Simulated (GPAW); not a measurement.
## How the form of the self-energy moves the gap of SrTiO3 (Tausonite)

How much does the gap of SrTiO3 (Tausonite) depend on the approximation to the self-energy?

Program: GPAW 26.7.0. Level of theory: PBE and many-body steps on it, plane waves. Results are calculated unless marked as measured.

**The experiments to reproduce.**

- Gap 3.77 eV: direct gap (M0 critical point); spectroscopic ellipsometry, second-derivative fit; 300 K; bulk crystal (commercial single crystal) (“Optical probe of ferroelectric order in bulk and thin film perovskite titanates”, 2013, arxiv:1309.1245).

## 1. Starting point

It takes space group Pm-3m (No. 221, cubic). Conventional cell: a = 3.905 Å, b = 3.905 Å, c = 3.905 Å, α = 90.00°, β = 90.00°, γ = 90.00°. Nearest to Sr lie 12 O at 2.76 Å. Ti has 6 O at 1.95 Å nearest. O has 2 Ti at 1.95 Å and 4 Sr at 2.76 Å nearest. Farther neighbours and most contacts between anions are not listed.

Structure file:

```cif
data_structure
_symmetry_space_group_name_H-M 'Pm-3m'
_symmetry_Int_Tables_number 221
_cell_length_a 3.9053
_cell_length_b 3.9053
_cell_length_c 3.9053
_cell_angle_alpha 90.000
_cell_angle_beta 90.000
_cell_angle_gamma 90.000
_cell_volume 59.56
loop_
_atom_site_label
_atom_site_type_symbol
_atom_site_symmetry_multiplicity
_atom_site_Wyckoff_symbol
_atom_site_fract_x
_atom_site_fract_y
_atom_site_fract_z
_atom_site_occupancy
Sr1 Sr 1 b 0.50000 0.50000 0.50000 1
Ti1 Ti 1 a 0.00000 0.00000 0.00000 1
O1 O 3 d 0.50000 0.00000 0.00000 1
```

The cell and positions come from the Crystallography Open Database and are kept as given unless a step says otherwise.

## 2. Empty states on the mesh, 4×4×4 mesh, 895 bands

This step: GPAW 26.7.0; DFT, PBE, plane waves, PAW.

The sums over transitions need many empty states on a uniform mesh; this step solves for them.

Contents of run.py:

```python
import json
import numpy as np
from gpaw.mpi import world
from gpaw import GPAW

calc = GPAW('gs.gpw').fixed_density(kpts={'size': (4, 4, 4), 'gamma': True},
    parallel={'domain': 1, 'band': 1},
    txt='nscf.txt')
calc.diagonalize_full_hamiltonian(nbands=895)
calc.write('full.gpw', mode='all')
res = {}
kpts = calc.get_ibz_k_points()
res['kpts'] = kpts
res['eigenvalues'] = [calc.get_eigenvalues(kpt=k) for k in range(len(kpts))]
res['n_electrons'] = calc.get_number_of_electrons()

if world.rank == 0:
    with open('result.json', 'w') as f:
        json.dump(res, f, default=lambda x: x.tolist())
```

Command:

```
mpirun -n 4 gpaw python run.py
```

Numbers of over 12 decimals in the logs are rounded to 6 here.

The program printed:

```text
Diagonalizing LCAO Hamiltonian
Converting LCAO to pw mode
convergence criteria:
- Maximum integral of absolute [eigenst]ate change: 4e-08 eV^2 / valence electron
maximum number of iterations: 100

SCF iterations
|iter     |     time |      energy | eigst |  dens |
|iter:   1|  |             | +0.48 |       |
|iter:   2|  |             | -1.30 |       |
|iter:   3|  |             | -2.01 |       |
[...]
|iter:  27|  |             | -7.03 |       |
|iter:  28|  |             | -7.21 |       |
|iter:  29|  |             | -7.48c|       |
SCF steps: 29
  __  _  _
 | _ |_)|_||  |
 |__||  | ||/\| - 26.7.0

Input parameters:
  mode=PW(ecut=600.0),
  convergence={'density': 1e-06, 'bands': -3},
  gpts=array([24, 24, 24]),
  kpts=MonkhorstPack(size=(4, 4, 4), gamma=True),
  maxiter=100,
  nbands=28,
  occupations=Occupations(name='fermi-dirac', width=0.001, fixmagmom=False),
  parallel={'domain': 1, 'band': 1},
  xc=XC(name='PBE')
Matrix size: 1980x1980
# Writing to full.gpw (mode='all')
  [... matrices ...]

timing:  # [seconds]
  Total: 32.817  # ━━━━━━━━━━━━━━━━━━━━━━━━━━━━━━━━━━━━━━━━━━━━━━━━━━━━━━━━━━
```

It took 43 s on 4 MPI ranks of Arm Neoverse V1, shared host; peak memory 2.1 GiB; 2.8 min of CPU time.

Numbers from this step:

```yaml
gap: 1.901 eV
k_of_the_valence_top: 0.5, 0.5, 0.5
k_of_the_conduction_bottom: 0, 0, 0
least_direct_gap: 2.250 eV
k_points_computed: 10
lowest_point_of_the_top_converged_band_above_the_valence_top: 328.9033 eV
```

On this mesh the gap is 1.901 eV.

## 3. G0W0, Godby-Needs plasmon pole

G0W0 replaces the xc potential by the self-energy, built once from these orbitals. Only a window of levels is corrected, while the sums run over the empty bands that the input names.

This step: G0W0 on PBE, plane waves, PAW.

Contents of run.py:

```python
import json
import numpy as np
from gpaw.mpi import world
from gpaw.response.g0w0 import G0W0

gw = G0W0('full.gpw',
    filename='gw',
    kpts=[0, 9],
    bands=(18, 22),
    ecut=210,
    nbands=411,
    integrate_gamma='WS',
    ppa=True)
gw.calculate()
res = {mode: {k: v for k, v in r.items() if k != 'sigma_eskwn'}
       for mode, r in gw.all_results.items()}

if world.rank == 0:
    with open('result.json', 'w') as f:
        json.dump(res, f, default=lambda x: x.tolist())
```

Command:

```
mpirun -n 4 gpaw python run.py
```

The program printed:

```text
Using integrator: PointIntegrator
FrequencyGridDescriptor(from 0.000+0.000j to 0.000+27.211j eV, 2 points)
Nonperiodic BCs:  [False False False]
Using integrator: PointIntegrator
FrequencyGridDescriptor(from 0.000+0.000j to 0.000+27.211j eV, 2 points)
Nonperiodic BCs:  [False False False]
  ___  _ _ _
 |   || | | |
 | | || | | |
 |__ ||_____|
 |___|

BZ k-points: Symmetries present (total): 48

  [... matrices ...]
64 k-points: 4 x 4 x 4 Monkhorst-Pack grid + [1/8,1/8,1/8]
10 k-points in the irreducible part of the Brillouin zone
       k-points in crystal coordinates                weights
   0:     0.00000000    0.00000000    0.00000000          1/64
   1:     0.25000000    0.00000000    0.00000000          6/64
   2:     0.25000000    0.25000000    0.00000000         12/64
   3:     0.25000000    0.25000000    0.25000000          8/64
   4:     0.50000000    0.00000000    0.00000000          3/64
   5:     0.50000000    0.25000000    0.00000000         12/64
   6:     0.50000000    0.25000000    0.25000000         12/64
   7:     0.50000000    0.50000000    0.00000000          3/64
   8:     0.50000000    0.50000000    0.25000000          6/64
   9:     0.50000000    0.50000000    0.50000000          1/64

Distributing spins, k-points and bands (1 x 2 x 4) over 4 processes
Number of blocks: 1

Quasi particle states:
k-points (IBZ indices): [0, 9]
Band range: (18, 22)
  [... matrices ...]
Computational parameters:
Plane wave cut-off: 210 eV
Number of bands: 411
Coulomb cutoff: None
Broadening: 0.1 eV

fxc modes: GW
Kernel: RPA
Using Godby-Needs plasmon-pole approximation:
  Fitting energy: i*E0, E0 = 1.000 Hartree
Summing all q:

Calculating screened Coulomb potential
No Coulomb truncation
FrequencyGridDescriptor(from 0.000+0.000j to 0.000+27.211j eV, 2 points)
Removing empty qpoint cache files...

Calculating chi0 body with:
    Ground state adapter containing:
    Number of spins: 1
    Number of kpoints: 64
    Number of irreducible kpoints: 10
    Number of completely occupied states: 20
    Number of partially occupied states: 20
    Occupied states memory: 4.21875 M / cpu

    Linear response parametrization:
    q_c: [0.0, 0.0, 0.0]
    Number of frequency points: 2
    Planewave cutoff: 210.0
    Number of bands: 411
    Number of planewaves: 437
    Broadening (eta): 1e-06
    comm.size: 4
    kncomm.size: 4
    blockcomm.size: 1

    Memory estimate of potentially large arrays:
        chi0_wGG: 5.827911 M / cpu
Integrating chi0 body.

Symmetries of q_c:
    Direct symmetries (Uq -> q): 48
    Indirect symmetries (TUq -> q): 0
In total 48 allowed symmetries.

  [... matrices ...]
10 groups of equivalent kpoints. 84.375% reduction.

Integral kind: response function
Integrating chi0 head and wings.

Symmetries of q_c:
    Direct symmetries (Uq -> q): 48
    Indirect symmetries (TUq -> q): 0
In total 48 allowed symmetries.

  [... matrices ...]
10 groups of equivalent kpoints. 84.375% reduction.

Integral kind: response function wings

Calculating chi0 body with:
    Ground state adapter containing:
    Number of spins: 1
    Number of kpoints: 64
    Number of irreducible kpoints: 10
    Number of completely occupied states: 20
    Number of partially occupied states: 20
    Occupied states memory: 4.21875 M / cpu

    Linear response parametrization:
[... the further q-points ...]

Results:
f:      Occupation numbers
eps:     KS-eigenvalues [eV]
vxc:     KS vxc [eV]
exx:     Exact exchange [eV]
sigma:   Self-energies [eV]
dsigma:  Self-energy derivatives
Z:       Renormalization factors
qp:      QP-energies [eV]

k-point 0 (0): (0.000, 0.000, 0.000)                GW
band       f     eps     vxc     exx   sigma  dsigma       Z      qp
                                                                   GW
  18   1.000   6.196 -21.536 -26.320   4.162  -0.312   0.762   5.723
  19   1.000   6.196 -21.536 -26.319   4.162  -0.312   0.762   5.723
  20   0.000   8.446 -20.286 -12.644  -5.681  -0.296   0.771   9.959
  21   0.000   8.446 -20.286 -12.644  -5.681  -0.296   0.771   9.959

k-point 1 (9): (0.500, 0.500, 0.500)                GW
band       f     eps     vxc     exx   sigma  dsigma       Z      qp
                                                                   GW
  18   1.000   6.545 -21.039 -26.052   4.376  -0.322   0.757   6.064
  19   1.000   6.545 -21.039 -26.052   4.376  -0.322   0.757   6.063
  20   0.000  11.051 -23.837 -14.502  -6.930  -0.398   0.715  12.772
  21   0.000  11.051 -23.837 -14.502  -6.930  -0.398   0.715  12.772
```

Elapsed: 6.8 min, on 4 MPI ranks; peak memory 2 GiB; 27 min of CPU time.

This step gave:

```yaml
g0w0_gap_on_the_points_computed: 3.895 eV
least_direct_g0w0_gap_on_the_computed_points: 4.236 eV
z_at_the_valence_top: 0.7567
z_at_the_conduction_bottom: 0.7713
starting_gap_on_the_mesh: 1.901 eV
k_of_the_valence_top: 0.5, 0.5, 0.5
k_of_the_conduction_bottom: 0, 0, 0
```

The gap on the mesh goes from 1.90 eV to 3.90 eV, a correction of +1.99 eV.

## 4. One-shot HSE06

This step: one-shot HSE06 levels on PBE orbitals, plane waves, PAW.

Contents of run.py:

```python
import json
import numpy as np
from gpaw.mpi import world
from gpaw.hybrids.eigenvalues import non_self_consistent_eigenvalues

dft, vxc, vxc_hyb = non_self_consistent_eigenvalues('full.gpw', 'HSE06', 18, 22, kpt_indices=[0, 9])
res = {'dft': dft[0], 'hybrid': (dft - vxc + vxc_hyb)[0]}
if world.rank == 0:
    with open('hybrid.txt', 'w') as f:
        for k, e0, e1 in zip([0, 9], res['dft'], res['hybrid']):
            print(k, ' '.join(f'{x:9.4f}' for x in e0), '|', ' '.join(f'{x:9.4f}' for x in e1), file=f)

if world.rank == 0:
    with open('result.json', 'w') as f:
        json.dump(res, f, default=lambda x: x.tolist())
```

Command:

```
mpirun -n 4 gpaw python run.py
```

The program printed:

```text
IBZ(<points: 10, symmetries: 48>)
Occupied bands: 20
Transforming wave functions from IBZ to BZ: 0.043 seconds
Distributing wave functions and iFFT-ing to real space: 0.353 seconds
Calculating eigenvalues:
  k-points: 2
  Bands: 18-21 (inclusive)
  Seconds: 1.219 (wave-function broadcasting: 0.013 seconds)
HSE06-eigenvalue shifts:
  min: -1.203 eV
  ave: 0.078 eV
  max: 1.538 eV
```

Run time: 4.7 s. Hardware: 4 MPI ranks; peak memory 1.2 GiB; 18 s of CPU time.

Numbers from this step:

| Item | Value |
| --- | --- |
| starting gap on the mesh | 1.901 eV |
| hybrid gap on the mesh | 4.251 eV |
| least direct hybrid gap on the computed points | 4.567 eV |

## 5. One-shot PBE0

This step: one-shot PBE0 levels on PBE orbitals, plane waves, PAW.

Edit run.py of step 4 so:

```diff
@@ -5,3 +5,3 @@
 
-dft, vxc, vxc_hyb = non_self_consistent_eigenvalues('full.gpw', 'HSE06', 18, 22, kpt_indices=[0, 9])
+dft, vxc, vxc_hyb = non_self_consistent_eigenvalues('full.gpw', 'PBE0', 18, 22, kpt_indices=[0, 9])
 res = {'dft': dft[0], 'hybrid': (dft - vxc + vxc_hyb)[0]}
```

Command:

```
mpirun -n 4 gpaw python run.py
```

The program printed:

```text
IBZ(<points: 10, symmetries: 48>)
Occupied bands: 20
Transforming wave functions from IBZ to BZ: 0.045 seconds
Distributing wave functions and iFFT-ing to real space: 0.390 seconds
Calculating eigenvalues:
  k-points: 2
  Bands: 18-21 (inclusive)
  Seconds: 1.565 (wave-function broadcasting: 0.013 seconds)
HSE06-eigenvalue shifts:
  min: -1.586 eV
  ave: 0.079 eV
  max: 1.942 eV
```

Wall time 5 s (4 MPI ranks); peak memory 1.2 GiB.

This step gave:

```
starting gap on the mesh                       : 1.901 eV
hybrid gap on the mesh                         : 4.982 eV
least direct hybrid gap on the computed points : 5.280 eV
```

## 6. G0W0, full frequency, Hilbert transform

This step: G0W0 on PBE, plane waves, PAW.

Contents of run.py:

```python
import json
import numpy as np
from gpaw.mpi import world
from gpaw.response.g0w0 import G0W0

gw = G0W0('full.gpw',
    filename='gw',
    kpts=[0, 9],
    bands=(18, 22),
    ecut=210,
    nbands=411,
    integrate_gamma='WS',
    frequencies={'type': 'nonlinear', 'domega0': 0.1, 'omega2': 15.0},
    eta=0.1,
    nblocksmax=True)
gw.calculate()
res = {mode: {k: v for k, v in r.items() if k != 'sigma_eskwn'}
       for mode, r in gw.all_results.items()}

if world.rank == 0:
    with open('result.json', 'w') as f:
        json.dump(res, f, default=lambda x: x.tolist())
```

Command:

```
mpirun -n 4 gpaw python run.py
```

The program printed:

```text
Using integrator: PointIntegrator
NonLinearFrequencyDescriptor(from 0.000 to 254.356 eV, 318 points)
Nonperiodic BCs:  [False False False]
Using integrator: PointIntegrator
NonLinearFrequencyDescriptor(from 0.000 to 254.356 eV, 318 points)
Nonperiodic BCs:  [False False False]
  ___  _ _ _
 |   || | | |
 | | || | | |
 |__ ||_____|
 |___|

BZ k-points: Symmetries present (total): 48

  [... matrices ...]
64 k-points: 4 x 4 x 4 Monkhorst-Pack grid + [1/8,1/8,1/8]
10 k-points in the irreducible part of the Brillouin zone
       k-points in crystal coordinates                weights
   0:     0.00000000    0.00000000    0.00000000          1/64
   1:     0.25000000    0.00000000    0.00000000          6/64
   2:     0.25000000    0.25000000    0.00000000         12/64
[...]
8:     0.50000000    0.50000000    0.25000000          6/64
   9:     0.50000000    0.50000000    0.50000000          1/64

Distributing spins, k-points and bands (1 x 2 x 4) over 1 process
Number of blocks: 4

Quasi particle states:
k-points (IBZ indices): [0, 9]
Band range: (18, 22)
  [... matrices ...]
Computational parameters:
Plane wave cut-off: 210 eV
Number of bands: 411
Coulomb cutoff: None
Broadening: 0.1 eV

fxc modes: GW
Kernel: RPA
Using full-frequency real axis integration
Summing all q:

Calculating screened Coulomb potential
No Coulomb truncation
NonLinearFrequencyDescriptor(from 0.000 to 254.356 eV, 318 points)
Removing empty qpoint cache files...

Calculating chi0 body with:
    Ground state adapter containing:
    Number of spins: 1
    Number of kpoints: 64
    Number of irreducible kpoints: 10
    Number of completely occupied states: 20
    Number of partially occupied states: 20
    Occupied states memory: 4.21875 M / cpu

    Linear response parametrization:
    q_c: [0.0, 0.0, 0.0]
    Number of frequency points: 318
    Planewave cutoff: 210.0
    Number of bands: 411
    Number of planewaves: 437
    Broadening (eta): 0.1
    comm.size: 4
    kncomm.size: 1
    blockcomm.size: 4

    Memory estimate of potentially large arrays:
        chi0_wGG: 231.659477 M / cpu
Integrating chi0 body.

Symmetries of q_c:
    Direct symmetries (Uq -> q): 48
    Indirect symmetries (TUq -> q): 0
In total 48 allowed symmetries.

  [... matrices ...]
10 groups of equivalent kpoints. 84.375% reduction.

Integral kind: spectral function
Integrating chi0 head and wings.

Symmetries of q_c:
    Direct symmetries (Uq -> q): 48
    Indirect symmetries (TUq -> q): 0
In total 48 allowed symmetries.

  [... matrices ...]
10 groups of equivalent kpoints. 84.375% reduction.

Integral kind: spectral function wings

Calculating chi0 body with:
    Ground state adapter containing:
    Number of spins: 1
    Number of kpoints: 64
    Number of irreducible kpoints: 10
    Number of completely occupied states: 20
    Number of partially occupied states: 20
    Occupied states memory: 4.21875 M / cpu

[... the further q-points ...]

Results:
f:      Occupation numbers
eps:     KS-eigenvalues [eV]
vxc:     KS vxc [eV]
exx:     Exact exchange [eV]
sigma:   Self-energies [eV]
dsigma:  Self-energy derivatives
Z:       Renormalization factors
qp:      QP-energies [eV]

k-point 0 (0): (0.000, 0.000, 0.000)                GW
band       f     eps     vxc     exx   sigma  dsigma       Z      qp
                                                                   GW
  18   1.000   6.196 -21.536 -26.320   3.967  -0.374   0.728   5.602
  19   1.000   6.196 -21.536 -26.319   3.967  -0.374   0.728   5.602
  20   0.000   8.446 -20.286 -12.644  -5.813  -0.385   0.722   9.766
[...]
k-point 1 (9): (0.500, 0.500, 0.500)                GW
band       f     eps     vxc     exx   sigma  dsigma       Z      qp
                                                                   GW
[...]
20   0.000  11.051 -23.837 -14.502  -7.410  -1.505   0.399  11.819
  21   0.000  11.051 -23.837 -14.502  -7.410  -1.505   0.399  11.819
```

Elapsed: 17 min, on 4 MPI ranks; peak memory 6.2 GiB.

Numbers from this step:

```yaml
g0w0_gap_on_the_points_computed: 3.820 eV
least_direct_g0w0_gap_on_the_computed_points: 4.164 eV
z_at_the_valence_top: 0.7193
z_at_the_conduction_bottom: 0.7218
starting_gap_on_the_mesh: 1.901 eV
k_of_the_valence_top: 0.5, 0.5, 0.5
k_of_the_conduction_bottom: 0, 0, 0
```

Against G0W0 in GPAW (4×4×4 mesh, 411 bands, screening to 210 eV, Godby-Needs plasmon pole), the gap moves by −0.076 eV.

## 7. Side by side

Times are wall times on 4 MPI ranks of Arm Neoverse V1, shared host, good to a factor of about two.

```csv
run,mesh,bands,screening cutoff (eV),DFT gap (eV),gap on the mesh (eV),direct (eV),time
"G0W0, Godby-Needs plasmon pole",4×4×4,411,210,1.901,3.895,4.236,6.8 min
one-shot HSE06,4×4×4,-,-,1.901,4.251,4.567,4.7 s
one-shot PBE0,4×4×4,-,-,1.901,4.982,5.280,5 s
"G0W0, full frequency, Hilbert transform",4×4×4,411,210,1.901,3.820,4.164,17 min
```

## 8. Outcome

```json
{
 "G0W0, Godby-Needs plasmon pole": "3.895 eV",
 "one-shot HSE06": "4.251 eV",
 "one-shot PBE0": "4.982 eV",
 "G0W0, full frequency, Hilbert transform": "3.820 eV",
 "known limits": "not at the basis limit; no spin-orbit coupling; coarse k mesh"
}
```

One-shot HSE06: +0.356 eV against G0W0, Godby-Needs plasmon pole. One-shot PBE0: +1.086 eV against G0W0, Godby-Needs plasmon pole. G0W0, full frequency, Hilbert transform: −0.076 eV against G0W0, Godby-Needs plasmon pole. One-shot hybrid levels are evaluated on the PBE orbitals. Against experiment, by G0W0, Godby-Needs plasmon pole: the direct gap of 4.24 eV lies +0.47 eV from the measured 3.77 eV (direct, 300 K, 2013). An exciton line or allowed optical edge lies below the quasiparticle gap by the binding energy; a forbidden edge can push the onset above it. These are gaps on the mesh, at modest bands and cutoff. The calculation has static nuclei and no excitons; a measured gap holds zero-point and thermal motion, which mostly lowers it. Bands and cutoff are finite, so the gap is not at the basis limit. The miss can reach some tenths of an eV and take either sign; the mesh is an error of its own. These stock PAW sets were not made for GW. In the G0W0 runs levels were corrected at 2 k points alone, so a gap called «on the mesh» is the least over those, and an edge elsewhere would be missed. The 4×4×4 mesh is coarse for this cell, which bears on the long-range parts of exchange and screening. This is the ideal cubic cell; many perovskites, halides above all, are cubic only on average, and local tilts or off-centring can widen the gap. The many-body steps are scalar-relativistic: spin-orbit coupling is not in them.

[Paths, hosts, dates, memory and timing lines, banners, echoed tables and standing remarks are left out of the program output.]

[Logs are printed without paths, hosts, clocks, repeated set-up lines and the standing remarks that a program may print on its own settings, such as how far it seeks lower states.]

[Runs of the session that timed out or met a known fault of the program may be left out.]

[Hosts, paths, dates, database ids (printed as entryN), source tags and the programs' standing remarks are cut or masked in the printed files.]
